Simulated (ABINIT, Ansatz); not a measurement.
# Rb2AlTlH6 (Fm-3m): G0W0 with ABINIT, start to end, part 2 of 3

Wanted: ground state, empty states, screening and self-energy for Rb2AlTlH6 (Fm-3m).

ABINIT 10.8.3; LDA and many-body steps on it, plane waves. Known limits of the many-body steps: not at the basis limit; no spin-orbit coupling; coarse k mesh.

So far. Step 2 (Ground state): The gap is indirect, with the least direct gap 1.41 eV higher.

### Step 3. Bands along the symmetry lines

Level of this step: DFT, LDA, plane waves, norm-conserving pseudopotentials (ABINIT).

The cheap functional maps the bands first; the places of the edges decide which points the dearer methods must see.

Contents of run.abi:

```
acell 3*1.0 Angstrom
rprim 
  -0.000000000000 4.343365000000 4.343365000000
  4.343365000000 -0.000000000000 4.343365000000
  4.343365000000 4.343365000000 -0.000000000000
ntypat 4
znucl 37 13 81 1
natom 10
typat 1 1 2 3 4 4 4 4 4 4
xred 
  0.250000000000 0.250000000000 0.250000000000
  0.750000000000 0.750000000000 0.750000000000
  0.500000000000 0.500000000000 0.500000000000
  0.000000000000 -0.000000000000 -0.000000000000
  0.294156000000 0.705844000000 0.705844000000
  0.294156000000 0.705844000000 0.294156000000
  0.705844000000 0.294156000000 0.705844000000
  0.705844000000 0.705844000000 0.294156000000
  0.294156000000 0.294156000000 0.705844000000
  0.705844000000 0.294156000000 0.294156000000
pp_dirpath "pseudos"
pseudos "Rb.upf, Al.upf, Tl.upf, H.upf"
ecut 34
iscf -2
irdden 1
kptopt 0
nkpt 26
kpt 
  0.00000000 0.00000000 0.00000000
  0.12500000 0.00000000 0.12500000
  0.25000000 0.00000000 0.25000000
  0.37500000 0.00000000 0.37500000
  0.50000000 0.00000000 0.50000000
  0.53125000 0.06250000 0.53125000
  0.56250000 0.12500000 0.56250000
  0.59375000 0.18750000 0.59375000
  0.62500000 0.25000000 0.62500000
  0.37500000 0.37500000 0.75000000
  0.28125000 0.28125000 0.56250000
  0.18750000 0.18750000 0.37500000
  0.09375000 0.09375000 0.18750000
  0.00000000 0.00000000 0.00000000
  0.12500000 0.12500000 0.12500000
  0.25000000 0.25000000 0.25000000
  0.37500000 0.37500000 0.37500000
  0.50000000 0.50000000 0.50000000
  0.50000000 0.43750000 0.56250000
  0.50000000 0.37500000 0.62500000
  0.50000000 0.31250000 0.68750000
  0.50000000 0.25000000 0.75000000
  0.50000000 0.18750000 0.68750000
  0.50000000 0.12500000 0.62500000
  0.50000000 0.06250000 0.56250000
  0.50000000 0.00000000 0.50000000
istwfk *1
nband 31
nbdbuf 2
tolwfr 1e-08
nstep 40
prtwf 0
prtvol 0
indata_prefix "in"
outdata_prefix "out"
tmpdata_prefix "tmp"
```

The run is started by

```
$ OMP_NUM_THREADS=1 mpirun -n 4 abinit run.abi > log
```

Numbers of over 12 decimals in the logs are rounded to 6 here.

What it wrote:

```text
.Version 10.8.3 of ABINIT. v10.8.2 released Aug 2026.

 Symmetries : space group Fm -3 m (#225); Bravais cF (face-center cubic)
[... echo of the input left out ...]
== DATASET  1 ==================================================================
-   mpi_nproc: 4, omp_nthreads: 1 (-1 if OMP is not activated)

--- !DatasetInfo
iteration_state: {dtset: 1, }
dimensions: {natom: 10, nkpt: 26, mband: 31, nsppol: 1, nspinor: 1, nspden: 1, mpw: 10519, }
cutoff_energies: {ecut:  34.0, pawecutdg:  -1.0, }
electrons: {nelect:   4.80000000E+01, charge:   0.00000000E+00, occopt:   1.00000000E+00, tsmear:   1.00000000E-02, }

 Real(R)+Recip(G) space primitive vectors, cartesian coordinates (Bohr,Bohr^-1):
 R(1)=  0.0000000  8.2077703  8.2077703  G(1)= -0.0609179  0.0609179  0.0609179
 R(2)=  8.2077703  0.0000000  8.2077703  G(2)=  0.0609179 -0.0609179  0.0609179
 R(3)=  8.2077703  8.2077703  0.0000000  G(3)=  0.0609179  0.0609179 -0.0609179
 Unit cell volume ucvol=  1.1058738E+03 bohr^3
 Angles (23,13,12)=  6.00000000E+01  6.00000000E+01  6.00000000E+01 degrees

 getcut: wavevector=  0.0000  0.0000  0.0000  ngfft=  64  64  64
         ecut(hartree)=     34.000   => boxcut(ratio)=   2.10056

--- Pseudopotential description ------------------------------------------------
- Rb Generated using ONCVPSP code by D. R. Hamann
- 37.00000   9.00000  180309                  znucl, zion, pspdat
12 -1012 2 -1 2226                            pspcod,pspxc,lmax,lloc,mmax
     nproj     2     2     2
  pspatm : epsatm=   34.43095479
         --- l  ekb(1:nproj) -->
             0    9.016699   -0.508289
             1    3.217695   -0.387021
             2    1.152608   -1.054299
 pspatm: atomic psp has been read  and splines computed

- Al Generated using ONCVPSP code by D. R. Hamann
- 13.00000   3.00000  180309                  znucl, zion, pspdat
12 -1012 2 -1 1854                            pspcod,pspxc,lmax,lloc,mmax
     nproj     2     2     2
  pspatm : epsatm=    0.57439143
         --- l  ekb(1:nproj) -->
[...]
pspatm: atomic psp has been read  and splines computed

- Tl Generated using ONCVPSP code by D. R. Hamann
- 81.00000  21.00000  180309                  znucl, zion, pspdat
12 -1012 2 -1 1936                            pspcod,pspxc,lmax,lloc,mmax
     nproj     2     2     2
  pspatm : epsatm=   25.97486215
         --- l  ekb(1:nproj) -->
[...]
pspatm: atomic psp has been read  and splines computed

- H Generated using ONCVPSP code by D. R. Hamann
-  1.00000   1.00000  180309                  znucl, zion, pspdat
12 -1012 1 -1 1180                            pspcod,pspxc,lmax,lloc,mmax
     nproj     2     1     0
  pspatm : epsatm=    0.35439867
         --- l  ekb(1:nproj) -->
[...]
1   -0.275071
 pspatm: atomic psp has been read  and splines computed

[...]
iteration_state: {dtset: 1, }
comment   : Summary of ground state results
lattice_vectors:
- [ -0.0000000,   8.2077703,   8.2077703, ]
- [  8.2077703,  -0.0000000,   8.2077703, ]
- [  8.2077703,   8.2077703,  -0.0000000, ]
lattice_lengths: [  11.60754,   11.60754,   11.60754, ]
lattice_angles: [ 60.000,  60.000,  60.000, ] # degrees, (23, 13, 12)
lattice_volume:   1.1058738E+03
convergence: {deltae:  0.000E+00, res2:  0.000E+00, residm:  9.988E-09, diffor:  0.000E+00, }
etotal    :  -2.51650596E+02
entropy   :   0.00000000E+00
fermie    :   1.05208906E-01
cartesian_stress_tensor: null
pressure_GPa: null
xred      :
- [  2.5000E-01,   2.5000E-01,   2.5000E-01, Rb]
- [  7.5000E-01,   7.5000E-01,   7.5000E-01, Rb]
- [  5.0000E-01,   5.0000E-01,   5.0000E-01, Al]
- [  0.0000E+00,   0.0000E+00,   0.0000E+00, Tl]
- [  2.9416E-01,   7.0584E-01,   7.0584E-01,  H]
- [  2.9416E-01,   7.0584E-01,   2.9416E-01,  H]
- [  7.0584E-01,   2.9416E-01,   7.0584E-01,  H]
- [  7.0584E-01,   7.0584E-01,   2.9416E-01,  H]
- [  2.9416E-01,   2.9416E-01,   7.0584E-01,  H]
- [  7.0584E-01,   2.9416E-01,   2.9416E-01,  H]
cartesian_forces: null
force_length_stats: {min: null, max: null, mean: null, }

 Integrated electronic density in atomic spheres:
 ------------------------------------------------
 Atom  Sphere_radius  Integrated_density
[...]
================================================================================

 ----iterations are completed or convergence reached----

 Mean square residual over all n,k,spin=   56.018E-10; max=  99.882E-10
 reduced coordinates (array xred) for   10 atoms
[...]
0.294156000000      0.294156000000      0.705844000000
       0.705844000000      0.294156000000      0.294156000000

 cartesian coordinates (angstrom) at end:
    1      2.171683     2.171683     2.171683
    2      6.515047     6.515047     6.515047
    3      4.343365     4.343365     4.343365
[...]
9      4.343365     4.343365     2.555254
   10      2.555254     4.343365     4.343365
 length scales=  1.889726125908  1.889726125908  1.889726125908 bohr
              =  1.000000000000  1.000000000000  1.000000000000 angstroms
 prteigrs : about to open file out_EIG
 Eigenvalues (hartree) for nkpt=  26  k points:
 kpt#   1, nband= 31, wtk=  1.00000, kpt=  0.0000  0.0000  0.0000 (reduced coord)
[...]
kpt#   2, nband= 31, wtk=  1.00000, kpt=  0.1250  0.0000  0.1250 (reduced coord)
[...]
kpt#   3, nband= 31, wtk=  1.00000, kpt=  0.2500  0.0000  0.2500 (reduced coord)
[...]
kpt#  25, nband= 31, wtk=  1.00000, kpt=  0.5000  0.0625  0.5625 (reduced coord)
[...]
0.16941    0.17674    0.18373    0.19119    0.24038    0.28322    0.28614
 kpt#  26, nband= 31, wtk=  1.00000, kpt=  0.5000  0.0000  0.5000 (reduced coord)
[...]
-0.32220   -0.31907   -0.31907   -0.31408   -0.31399   -0.31284   -0.31105   -0.30662
  -0.30662   -0.14413   -0.12797   -0.05607   -0.02985   -0.02985    0.06308    0.10521
   0.17177    0.17177    0.17795    0.19322    0.24034    0.28193    0.28202

== END DATASET(S) ==============================================================
================================================================================

 -outvars: echo values of variables after computation  --------
            nband          31
             nkpt          26
          spgroup         225
 [... the other variables as echoed above ...]

 Calculation completed.
```

Wall time 45 s (4 MPI ranks of AMD EPYC 9R45, shared host); peak memory 0.52 GiB.

Numbers from this step:

```
gap                        : 0.3989 eV
k of the valence top       : 0.5, 0, 0.5
k of the conduction bottom : 0.5, 0.5, 0.5
least direct gap           : 1.792 eV
```

The gap is 0.399 eV, as in the run before at this level.

The electronic bands at the labelled points (eV, zero at the top of the highest filled band):

```csv
point,band 21,band 22,band 23,band 24,band 25,band 26,band 27,band 28
Γ,-3.96,-3.96,-1.51,-1.51,1.99,1.99,1.99,4.22
halfway,-3.82,-3.17,-1.78,-1.34,1.91,1.91,2.17,2.91
X,-3.68,-3.68,-1.15,0.00,1.81,1.81,1.98,2.39
halfway,-3.64,-3.63,-1.34,-0.10,1.73,2.07,2.26,2.29
U,-3.53,-3.49,-1.77,-0.39,1.69,2.10,2.67,2.75
jump to K,-3.53,-3.49,-1.77,-0.39,1.69,2.10,2.67,2.75
halfway,-3.53,-2.72,-2.26,-1.64,1.34,1.92,3.34,3.41
Γ,-3.96,-3.96,-1.51,-1.51,1.99,1.99,1.99,4.22
halfway,-3.71,-2.86,-1.92,-1.92,0.94,2.72,2.72,3.65
L,-3.35,-2.40,-2.40,-2.30,0.40,3.64,3.64,4.13
halfway,-3.64,-3.07,-2.21,-1.01,1.02,2.74,3.20,3.46
W,-4.05,-3.04,-2.04,-0.17,1.87,1.87,2.60,3.20
halfway,-3.79,-3.42,-1.53,-0.12,1.72,2.20,2.24,2.44
X,-3.68,-3.68,-1.15,0.00,1.81,1.81,1.98,2.39
```

### Step 4. Empty states on the mesh, 2×2×2 mesh, 114 bands

The sums over transitions need many empty states on a uniform mesh; this step solves for them.

Contents of run.abi:

```
acell 3*1.0 Angstrom
rprim 
  -0.000000000000 4.343365000000 4.343365000000
  4.343365000000 -0.000000000000 4.343365000000
  4.343365000000 4.343365000000 -0.000000000000
ntypat 4
znucl 37 13 81 1
natom 10
typat 1 1 2 3 4 4 4 4 4 4
xred 
  0.250000000000 0.250000000000 0.250000000000
  0.750000000000 0.750000000000 0.750000000000
  0.500000000000 0.500000000000 0.500000000000
  0.000000000000 -0.000000000000 -0.000000000000
  0.294156000000 0.705844000000 0.705844000000
  0.294156000000 0.705844000000 0.294156000000
  0.705844000000 0.294156000000 0.705844000000
  0.705844000000 0.705844000000 0.294156000000
  0.294156000000 0.294156000000 0.705844000000
  0.705844000000 0.294156000000 0.294156000000
pp_dirpath "pseudos"
pseudos "Rb.upf, Al.upf, Tl.upf, H.upf"
ecut 34
ngkpt 2 2 2
nshiftk 1
shiftk 0 0 0
kptopt 1
chksymbreak 0
iscf -2
irdden 1
istwfk *1
nband 114
nbdbuf 10
tolwfr 1e-09
nstep 60
prtvol 0
indata_prefix "in"
outdata_prefix "out"
tmpdata_prefix "tmp"
```

The run is started by

```
$ OMP_NUM_THREADS=1 mpirun -n 3 abinit run.abi > log
```

What it wrote:

```text
.Version 10.8.3 of ABINIT. v10.8.2 released Aug 2026.

 Symmetries : space group Fm -3 m (#225); Bravais cF (face-center cubic)
[... echo of the input left out ...]
== DATASET  1 ==================================================================
-   mpi_nproc: 3, omp_nthreads: 1 (-1 if OMP is not activated)

--- !DatasetInfo
iteration_state: {dtset: 1, }
dimensions: {natom: 10, nkpt: 3, mband: 114, nsppol: 1, nspinor: 1, nspden: 1, mpw: 10489, }
cutoff_energies: {ecut:  34.0, pawecutdg:  -1.0, }
electrons: {nelect:   4.80000000E+01, charge:   0.00000000E+00, occopt:   1.00000000E+00, tsmear:   1.00000000E-02, }

 Real(R)+Recip(G) space primitive vectors, cartesian coordinates (Bohr,Bohr^-1):
 R(1)=  0.0000000  8.2077703  8.2077703  G(1)= -0.0609179  0.0609179  0.0609179
 R(2)=  8.2077703  0.0000000  8.2077703  G(2)=  0.0609179 -0.0609179  0.0609179
 R(3)=  8.2077703  8.2077703  0.0000000  G(3)=  0.0609179  0.0609179 -0.0609179
 Unit cell volume ucvol=  1.1058738E+03 bohr^3
 Angles (23,13,12)=  6.00000000E+01  6.00000000E+01  6.00000000E+01 degrees

 getcut: wavevector=  0.0000  0.0000  0.0000  ngfft=  64  64  64
         ecut(hartree)=     34.000   => boxcut(ratio)=   2.10056

--- Pseudopotential description ------------------------------------------------
- Rb Generated using ONCVPSP code by D. R. Hamann
- 37.00000   9.00000  180309                  znucl, zion, pspdat
12 -1012 2 -1 2226                            pspcod,pspxc,lmax,lloc,mmax
     nproj     2     2     2
  pspatm : epsatm=   34.43095479
         --- l  ekb(1:nproj) -->
             0    9.016699   -0.508289
             1    3.217695   -0.387021
             2    1.152608   -1.054299
 pspatm: atomic psp has been read  and splines computed

- Al Generated using ONCVPSP code by D. R. Hamann
- 13.00000   3.00000  180309                  znucl, zion, pspdat
12 -1012 2 -1 1854                            pspcod,pspxc,lmax,lloc,mmax
     nproj     2     2     2
  pspatm : epsatm=    0.57439143
         --- l  ekb(1:nproj) -->
[...]
pspatm: atomic psp has been read  and splines computed

- Tl Generated using ONCVPSP code by D. R. Hamann
- 81.00000  21.00000  180309                  znucl, zion, pspdat
12 -1012 2 -1 1936                            pspcod,pspxc,lmax,lloc,mmax
     nproj     2     2     2
  pspatm : epsatm=   25.97486215
         --- l  ekb(1:nproj) -->
[...]
pspatm: atomic psp has been read  and splines computed

- H Generated using ONCVPSP code by D. R. Hamann
-  1.00000   1.00000  180309                  znucl, zion, pspdat
12 -1012 1 -1 1180                            pspcod,pspxc,lmax,lloc,mmax
     nproj     2     1     0
  pspatm : epsatm=    0.35439867
         --- l  ekb(1:nproj) -->
[...]
1   -0.275071
 pspatm: atomic psp has been read  and splines computed

[...]
7.06E-06  1.41E-05
 -4.5624E+00 -2.5400E+00 -2.5400E+00 -2.5400E+00 -8.9970E-01 -8.9846E-01
 -3.2581E-01 -3.2581E-01 -3.2581E-01 -3.1418E-01 -3.1418E-01 -3.1312E-01
 -3.1312E-01 -3.1312E-01 -3.0718E-01 -3.0718E-01 -3.0718E-01 -1.9090E-01
[...]
1.1733E+00  1.1851E+00  1.1851E+00  1.1851E+00  1.2104E+00  1.2104E+00
  1.2104E+00  1.2475E+00  1.2563E+00  1.2563E+00  1.2563E+00  1.2948E+00
 prteigrs : prtvol=0 or 1, do not print more k-points.

--- !ResultsGS
iteration_state: {dtset: 1, }
comment   : Summary of ground state results
lattice_vectors:
- [ -0.0000000,   8.2077703,   8.2077703, ]
- [  8.2077703,  -0.0000000,   8.2077703, ]
- [  8.2077703,   8.2077703,  -0.0000000, ]
lattice_lengths: [  11.60754,   11.60754,   11.60754, ]
lattice_angles: [ 60.000,  60.000,  60.000, ] # degrees, (23, 13, 12)
lattice_volume:   1.1058738E+03
convergence: {deltae:  0.000E+00, res2:  0.000E+00, residm:  9.832E-10, diffor:  0.000E+00, }
etotal    :  -2.51650596E+02
entropy   :   0.00000000E+00
fermie    :   1.05208906E-01
cartesian_stress_tensor: null
pressure_GPa: null
xred      :
- [  2.5000E-01,   2.5000E-01,   2.5000E-01, Rb]
- [  7.5000E-01,   7.5000E-01,   7.5000E-01, Rb]
- [  5.0000E-01,   5.0000E-01,   5.0000E-01, Al]
- [  0.0000E+00,   0.0000E+00,   0.0000E+00, Tl]
- [  2.9416E-01,   7.0584E-01,   7.0584E-01,  H]
- [  2.9416E-01,   7.0584E-01,   2.9416E-01,  H]
- [  7.0584E-01,   2.9416E-01,   7.0584E-01,  H]
- [  7.0584E-01,   7.0584E-01,   2.9416E-01,  H]
- [  2.9416E-01,   2.9416E-01,   7.0584E-01,  H]
- [  7.0584E-01,   2.9416E-01,   2.9416E-01,  H]
cartesian_forces: null
force_length_stats: {min: null, max: null, mean: null, }

 Integrated electronic density in atomic spheres:
 ------------------------------------------------
 Atom  Sphere_radius  Integrated_density
[...]
================================================================================

 ----iterations are completed or convergence reached----

 Mean square residual over all n,k,spin=   53.464E-11; max=  98.324E-11
 reduced coordinates (array xred) for   10 atoms
[...]
0.294156000000      0.294156000000      0.705844000000
       0.705844000000      0.294156000000      0.294156000000

 cartesian coordinates (angstrom) at end:
    1      2.171683     2.171683     2.171683
    2      6.515047     6.515047     6.515047
    3      4.343365     4.343365     4.343365
[...]
9      4.343365     4.343365     2.555254
   10      2.555254     4.343365     4.343365
 length scales=  1.889726125908  1.889726125908  1.889726125908 bohr
              =  1.000000000000  1.000000000000  1.000000000000 angstroms
 prteigrs : about to open file out_EIG
 Eigenvalues (hartree) for nkpt=   3  k points:
 kpt#   1, nband=114, wtk=  0.12500, kpt=  0.0000  0.0000  0.0000 (reduced coord)
[...]
1.15269    1.15269    1.16010    1.16010    1.17328    1.17328    1.17328    1.18506
   1.18506    1.18506    1.21041    1.21041    1.21041    1.24753    1.25633    1.25633
   1.25634    1.29484
 prteigrs : prtvol=0 or 1, do not print more k-points.

== END DATASET(S) ==============================================================
================================================================================

 -outvars: echo values of variables after computation  --------
            nband         114
             nkpt           3
          spgroup         225
 [... the other variables as echoed above ...]

 Calculation completed.
```

It took 47 s on 3 MPI ranks; peak memory 0.4 GiB.

This step gave:

| Property | Result |
| --- | --- |
| gap | 0.3989 eV |
| k of the valence top | 0.5, 0.5, 0 |
| k of the conduction bottom | 0.5, 0, 0 |
| least direct gap | 1.811 eV |
| k points computed | 3 |
| lowest point of the top converged band, above the valence top | 29.38 eV |

On this mesh the gap is 0.399 eV.

### Step 5. Screening, 2×2×2 mesh, 104 bands, screening to 98 eV

The RPA dielectric matrix is built and inverted for each q.

This step: RPA screening on LDA, plane waves, norm-conserving pseudopotentials.

run.abi, as its differences from that of step 4:

```diff
@@ -28,10 +28,11 @@
 chksymbreak 0
-iscf -2
-irdden 1
 istwfk *1
-nband 114
-nbdbuf 10
-tolwfr 1e-09
-nstep 60
-prtvol 0
+occopt 1
+irdwfk 1
+optdriver 3
+nband 104
+ecuteps 3.6
+inclvkb 2
+awtr 1
+symchi 1
 indata_prefix "in"
```

The run is started by

```
$ OMP_NUM_THREADS=1 mpirun -n 4 abinit run.abi > log
```

What it wrote:

```text
.Version 10.8.3 of ABINIT. v10.8.2 released Aug 2026.

 Symmetries : space group Fm -3 m (#225); Bravais cF (face-center cubic)
[... echo of the input left out ...]
== DATASET  1 ==================================================================
-   mpi_nproc: 4, omp_nthreads: 1 (-1 if OMP is not activated)

--- !DatasetInfo
iteration_state: {dtset: 1, }
dimensions: {natom: 10, nkpt: 3, mband: 104, nsppol: 1, nspinor: 1, nspden: 1, mpw: 10489, }
cutoff_energies: {ecut:  34.0, pawecutdg:  -1.0, }
electrons: {nelect:   4.80000000E+01, charge:   0.00000000E+00, occopt:   1.00000000E+00, tsmear:   1.00000000E-02, }

 SCREENING: Calculation of the susceptibility and dielectric matrices

 Based on a program developped by R.W. Godby, V. Olevano, G. Onida, and L. Reining.
 Incorporated in ABINIT by V. Olevano, G.-M. Rignanese, and M. Torrent.
.Using double precision arithmetic ; gwpc =  8

[... cell and pseudopotentials left out ...]
--------------------------------------------------------------------------------

 ==== K-mesh for the wavefunctions ====
 Number of points in the irreducible wedge :     3
[... list of points left out ...]
 Together with 48 symmetry operations and time-reversal symmetry
 yields     8 points in the full Brillouin Zone.

 ==== Q-mesh for the screening function ====
 Number of points in the irreducible wedge :     3
[... list of points left out ...]
 Together with 48 symmetry operations and time-reversal symmetry
 yields     8 points in the full Brillouin Zone.

 setmesh: FFT mesh size selected  =    45x   45x   45
          total number of points  =        91125

 vcoul_init : cutoff-mode = AUXILIARY_FUNCTION
 q-points for optical limit:   1
     1)      0.000010    0.000020    0.000030

- screening: taking advantage of time-reversal symmetry
- Maximum band index for partially occupied states nbvw = 24
- Remaining bands to be divided among processors   nbcw = 80
- Number of bands treated by each node ~20

 Number of electrons calculated from density =   48.0000; Expected =   48.0000
 average of density, n =  0.043405
 r_s =    1.7652
 omega_plasma =   20.0966 [eV]

 calculating chi0 at frequencies [eV] :
  1    0.000000E+00    0.000000E+00
  2    0.000000E+00    2.009664E+01

--------------------------------------------------------------------------------
  q-point number  1        q = ( 0.000000, 0.000000, 0.000000) [r.l.u.]
--------------------------------------------------------------------------------
[... chi0 elements left out ...]
 For q-point:  0.000010 0.000020 0.000030
  dielectric constant =   9.0056
  dielectric constant without local fields =  10.4937

  Average fulfillment of the sum rule on Im[epsilon] for q-point    1 :     54.23  [%]
[... wings left out ...]
  q-point number  2        q = ( 0.500000, 0.000000, 0.000000) [r.l.u.]
--------------------------------------------------------------------------------
[... chi0 elements left out ...]
  Average fulfillment of the sum rule on Im[epsilon] for q-point    2 :     61.60  [%]

 [... 1 further q-points ...]
```

Wall time 18 s (4 MPI ranks); peak memory 1.7 GiB; 72 s of CPU time.

Numbers from this step:

- ε∞ with local fields, on this mesh, along the program's q direction: 9.006
- the same without local fields: 10.49
- plasma frequency: 20.10 eV
- plane waves in the screening matrix: 339

Local fields lower ε∞ by 14 %. On a Γ-centred mesh this coarse the value itself is usually too large, while a short band sum pulls it down.

[end of part 2 of 3]

[Paths, hosts, dates, memory and timing lines, banners, echoed tables and standing remarks are left out of the program output.]

[Logs are printed without paths, hosts, clocks, repeated set-up lines and the standing remarks that a program may print on its own settings, such as how far it seeks lower states.]

[Runs of the session that timed out or met a known fault of the program may be left out.]

[Hosts, paths, dates, database ids (printed as entryN), source tags and the programs' standing remarks are cut or masked in the printed files.]

[G0W0 gaps are taken among the corrected bands and points alone; a level outside them can change the order at an edge.]

[Where Ansatz stands beside ABINIT at settings called matched, ABINIT's density can come from a denser mesh and the files from another edition; pairs whose starting gaps differed by over 0.03 eV were left out, so agreement reads better than it is.]
